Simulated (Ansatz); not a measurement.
# Be4Sb2Se (built on the sites of a database entry of Ca4Sb2O): following an unstable mode, part 3 of 3

Which phase does Be4Sb2Se (built on the sites of a database entry of Ca4Sb2O) fall into along its unstable mode, and how much energy does it gain?

Ansatz 0.2.0; DFT LDA, scalar-relativistic, plane waves, norm-conserving pseudopotentials.

So far. Step 5 (Energy along the mode, all amplitudes (two of the runs …): The lowest of the steps tried is the last one, at 0.6 Å, 157 meV/atom below the parent; the bottom of the well need not coincide with a step. Step 7 (The new phase in its own primitive cell): The largest force component left is 0.59 meV/Å and the pressure is -0.002 GPa, within the tolerances set. The cell now holds 17.13 Å³/atom. The relaxed cell has a, b, c = 3.799, 11.348, 5.565 Å (conventional setting).

The structure was built from a prototype and need not be the compound's stable phase.

### Step 8. Modes of the new phase

A relaxed structure may still be a saddle point, so its zone-centre modes are computed. No field response is asked, since the mesh shows no gap.

The input, input.yaml:

```yaml
crystal:
  lattice:
    - [-1.8993650027, 5.6737709972, 2.7823010131]
    - [1.8993650027, -5.6737709972, 2.7823010131]
    - [1.8993650027, 5.6737709972, -2.7823010131]
  atoms:
    - { symbol: Be, position: [0.9869271197, 0.4869271197, 0.5] }
    - { symbol: Be, position: [0.7266262845, 0.7266262845, 0.0] }
    - { symbol: Be, position: [0.1204080038, 0.7765142284, 0.3438937755] }
    - { symbol: Be, position: [0.4326204529, 0.7765142284, 0.6561062245] }
    - { symbol: Sb, position: [0.1667214644, 0.003366821, 0.1633546434] }
    - { symbol: Sb, position: [0.8400121776, 0.003366821, 0.8366453566] }
    - { symbol: Se, position: [0.5089350466, 0.0089350466, 0.5] }
kpoints:
  mp_grid: { grid: [12, 12, 12] }
hamiltonian:
  xc: lda
  pseudopotentials: { kind: nc }
scf:
  occupations: { method: methfessel_paxton, width: 0.2 }
output:
  eigenvalues: true
phonons:
  method: dfpt
```

Started as:

```console
> ansatz run input.yaml --threads 8 --pin off --max-ram 14336MiB --backend cpu --events-out ev --progress --plain --runs-dir out
```

Log:

```text
zone centre: on kpoints.mp_grid the ground state, and the responses unless they are solved on pairs of k-points, stand on 476 of the mesh's 1728 k-points, reduced under 2 symmetry operations, with k and −k counted as one. Each operation leaves every solved displacement unchanged or reverses it
Engine: ansatz 0.2.0, x86_64-unknown-linux-gnu
Pseudopotentials: kind: nc
Pseudopotential: Be, nc, valence charge 4, recommended cutoff 1197.300995 eV (normal), Be.nc.azcp (PseudoDojo's, or run here from an input of PseudoDojo's: the run reads no file of this project's for it)
Pseudopotential: Sb, nc, valence charge 15, recommended cutoff 1142.878222 eV (normal), Sb.nc.azcp (PseudoDojo's, or run here from an input of PseudoDojo's: the run reads no file of this project's for it)
Pseudopotential: Se, nc, valence charge 16, recommended cutoff 1170.089609 eV (normal), Se.nc.azcp (PseudoDojo's, or run here from an input of PseudoDojo's: the run reads no file of this project's for it)
Functional definition: SPW92
  exchange = slater_x
  correlation = pw_c
Crystal: 7 atoms, lattice volume = 119.935 Å³
Basis set: ecut = 1197.300995 eV, 11281 PW (Γ), exchange–correlation on 150×150×150 points (8 copies of the dense FFT grid, shifted against one another)
Bands: 38, of which v1, the nominal top of the filled ones, is band 31 counted from 1 (30 counted from 0)
Symmetry: 4 space group operations
k-points: 476 of 1728 (irreducible under 2 space group operations, time reversal used)
Non-local potential: Be, projectors of the file, l = 0: 2, l = 1: 2
Non-local potential: Sb, projectors of the file, l = 0: 2, l = 1: 2, l = 2: 2
Non-local potential: Se, projectors of the file, l = 0: 2, l = 1: 2, l = 2: 2
Initial density: superposition of atomic densities (chi_scale 0.1, normalization cell, long waves kept (reshape's long-wave potential 0.07 eV rms))
Initial wavefunctions: pseudopotential atomic-orbital guess
Functional: x = slater, c = lda
SCF iter   1: F=—  HF=-9742.124613 eV  |F-HF|=—  |Δ(HF+E_count)|=         —  Δρ=5.59e-2  dr2=8.38e0  ethr=3.10e-3  ⟨swp⟩=9.4  Hψ=96253  notcnv=0
preconditioner: auto → Kerker (q_TF=auto, 2.444 Å⁻¹)  [metal: Δε(μ)=0.012 eV  Ē_g=8.590 eV  σ=0.200 eV  W_gap=0.05  n_scr=34 (ndim 8)  ℏωp=16.6 eV  f_vac=0.000  D(μ)=0.55/eV (n_scr^D=0)]
SCF iter   2: F=—  HF=-9740.320413 eV  |F-HF|=—  |Δ(HF+E_count)|=    1.80e0  S|Δr|=    0.00e0  Δρ=3.17e-2  dr2=3.04e0  ethr=3.10e-3  ⟨swp⟩=3.0  Hψ=32512  notcnv=0  defer=787
SCF iter   3: F=—  HF=-9739.343338 eV  |F-HF|=—  |Δ(HF+E_count)|=   9.77e-1  S|Δr|=    0.00e0  Δρ=7.84e-3  dr2=2.44e-1  ethr=3.10e-3  ⟨swp⟩=4.1  Hψ=29528  notcnv=0  defer=812
SCF iter   4: F=—  HF=-9739.259428 eV  |F-HF|=—  |Δ(HF+E_count)|=   8.39e-2  S|Δr|=    0.00e0  Δρ=1.97e-3  dr2=6.06e-3  ethr=3.93e-4  ⟨swp⟩=2.4  Hψ=28876  notcnv=0  defer=737
SCF iter   5: F=—  HF=-9739.259112 eV  |F-HF|=—  |Δ(HF+E_count)|=   3.16e-4  S|Δr|=    0.00e0  Δρ=5.96e-4  dr2=9.94e-4  ethr=9.78e-6  ⟨swp⟩=2.0  Hψ=22561  notcnv=0  defer=735
SCF iter   6: F=—  HF=-9739.258993 eV  |F-HF|=—  |Δ(HF+E_count)|=   1.19e-4  S|Δr|=    0.00e0  Δρ=1.46e-4  dr2=5.12e-5  ethr=1.60e-6  ⟨swp⟩=2.0  Hψ=21982  notcnv=0  defer=735
SCF iter   7: F=—  HF=-9739.258978 eV  |F-HF|=—  |Δ(HF+E_count)|=   1.52e-5  S|Δr|=    0.00e0  Δρ=4.44e-5  dr2=4.45e-6  ethr=8.26e-8  ⟨swp⟩=2.0  Hψ=22826  notcnv=0  defer=735
SCF iter   8: F=—  HF=-9739.259015 eV  |F-HF|=—  |Δ(HF+E_count)|=   3.75e-5  S|Δr|=    0.00e0  Δρ=1.28e-5  dr2=3.60e-7  ethr=7.18e-9  ⟨swp⟩=2.5  Hψ=30465  notcnv=0  defer=735
SCF iter   9: F=—  HF=-9739.259015 eV  |F-HF|=—  |Δ(HF+E_count)|=   3.11e-8  S|Δr|=    0.00e0  Δρ=4.59e-6  dr2=3.17e-8  ethr=5.81e-10  ⟨swp⟩=2.0  Hψ=30313  notcnv=0  defer=735
SCF iter  10: F=—  HF=-9739.259015 eV  |F-HF|=—  |Δ(HF+E_count)|=   5.90e-9  S|Δr|=    0.00e0  Δρ=1.43e-6  dr2=3.52e-9  ethr=5.12e-11  ⟨swp⟩=2.0  Hψ=30251  notcnv=0  defer=735
SCF iter  11: F=—  HF=-9739.259015 eV  |F-HF|=—  |Δ(HF+E_count)|=  3.51e-10  S|Δr|=    0.00e0  Δρ=4.29e-7  dr2=3.13e-10  ethr=5.67e-12  ⟨swp⟩=2.1  Hψ=30241  notcnv=0  defer=735
SCF iter  12: F=—  HF=-9739.259015 eV  |F-HF|=—  |Δ(HF+E_count)|=  7.28e-12  S|Δr|=    0.00e0  Δρ=1.18e-7  dr2=2.13e-11  ethr=1.00e-12  ⟨swp⟩=1.7  Hψ=24519  notcnv=0  defer=735
SCF iter  13: F=-9739.259015 eV  HF=-9739.259015 eV  |F-HF|=1.82e-12  |Δ(HF+E_count)|=  1.82e-12  S|Δr|=    0.00e0  Δρ=3.58e-8  dr2=1.69e-12  ethr=1.00e-12  ⟨swp⟩=17.8  Hψ=126876  notcnv=0
SCF 1 converged in 13 iterations: F = -9739.259015 eV  dr2 = 1.69e-12
DFPT response loops at Γ: preconditioner auto → Kerker (q_TF=auto, 2.444 Å⁻¹) (partly filled bands, converged f_vac=0.005); β = 1.00, the filter's whole step (`scf.mixing.beta` (0.50) is not read by the response loops under this deck's `scf.mixing.preconditioner`; to damp them name `kerker` or `kerker_dos`, under which they read `scf.mixing.beta`, and type it under 1.00, their step now; both keys bind the ground state too); Broyden in place of MSR1
the response loops of the zone centre start from zero, take more passes and end by a threshold: the memory limit or budget leaves too little room for the subspace of the ground state's own states beside the solves, or none could be made (phonons.method)
```

It took 16 min on 8 threads of AMD EPYC 9B45 (Zen 5), shared host; peak memory 9.9 GiB.

The run was cut off at the time limit after its SCF cycle had converged; no result of it is taken.

### Step 9. Summary of results

| Property | Result |
| --- | --- |
| unstable mode of the parent | q = (0, 0, 0), 353i cm⁻¹ |
| depth at the lowest point sampled | 157 meV/atom |
| largest atomic shift at that point | 0.6 Å |
| space group reached (within 0.01 Å) | Imm2 |
| energy gained over the parent (first relaxation, on the mesh of the frozen mode) | 578 meV/atom |
| volume per atom, phase reached | 17.1 Å³ |

In words: Along this mode the structure falls into Imm2, 578 meV/atom below the parent. At the parent's cell the well is 156.7 meV/atom deep on the steps tried, with its lowest point at a shift of 0.6 Å. That is the last step tried, so the steps alone don't bracket the bottom of the well. Relaxing atoms and cell changes the gain by +421.46 meV/atom against the lowest step (energies at zero smearing). Most of the total comes from this relaxation. The modes of the phase reached were not computed on this path. Of the 2 patterns followed to their end from this parent, this one reaches the lowest energy. Each path keeps the symmetry of its pattern, so a lower phase may lie along a pattern not tried. With no gap, or one that is small against the smearing, the frequencies hang on the k mesh and the smearing, most of all near Kohn anomalies. Spin-orbit coupling is left out, which can matter for the heavy elements here. The starting cell was built on a prototype and not taken from a measurement, so the phase need not exist.

[Logs are printed without paths, hosts, clocks, repeated set-up lines and the standing remarks that a program may print on its own settings, such as how far it seeks lower states.]

[Hosts, paths, dates, database ids (printed as entryN), source tags and the programs' standing remarks are cut or masked in the printed files.]
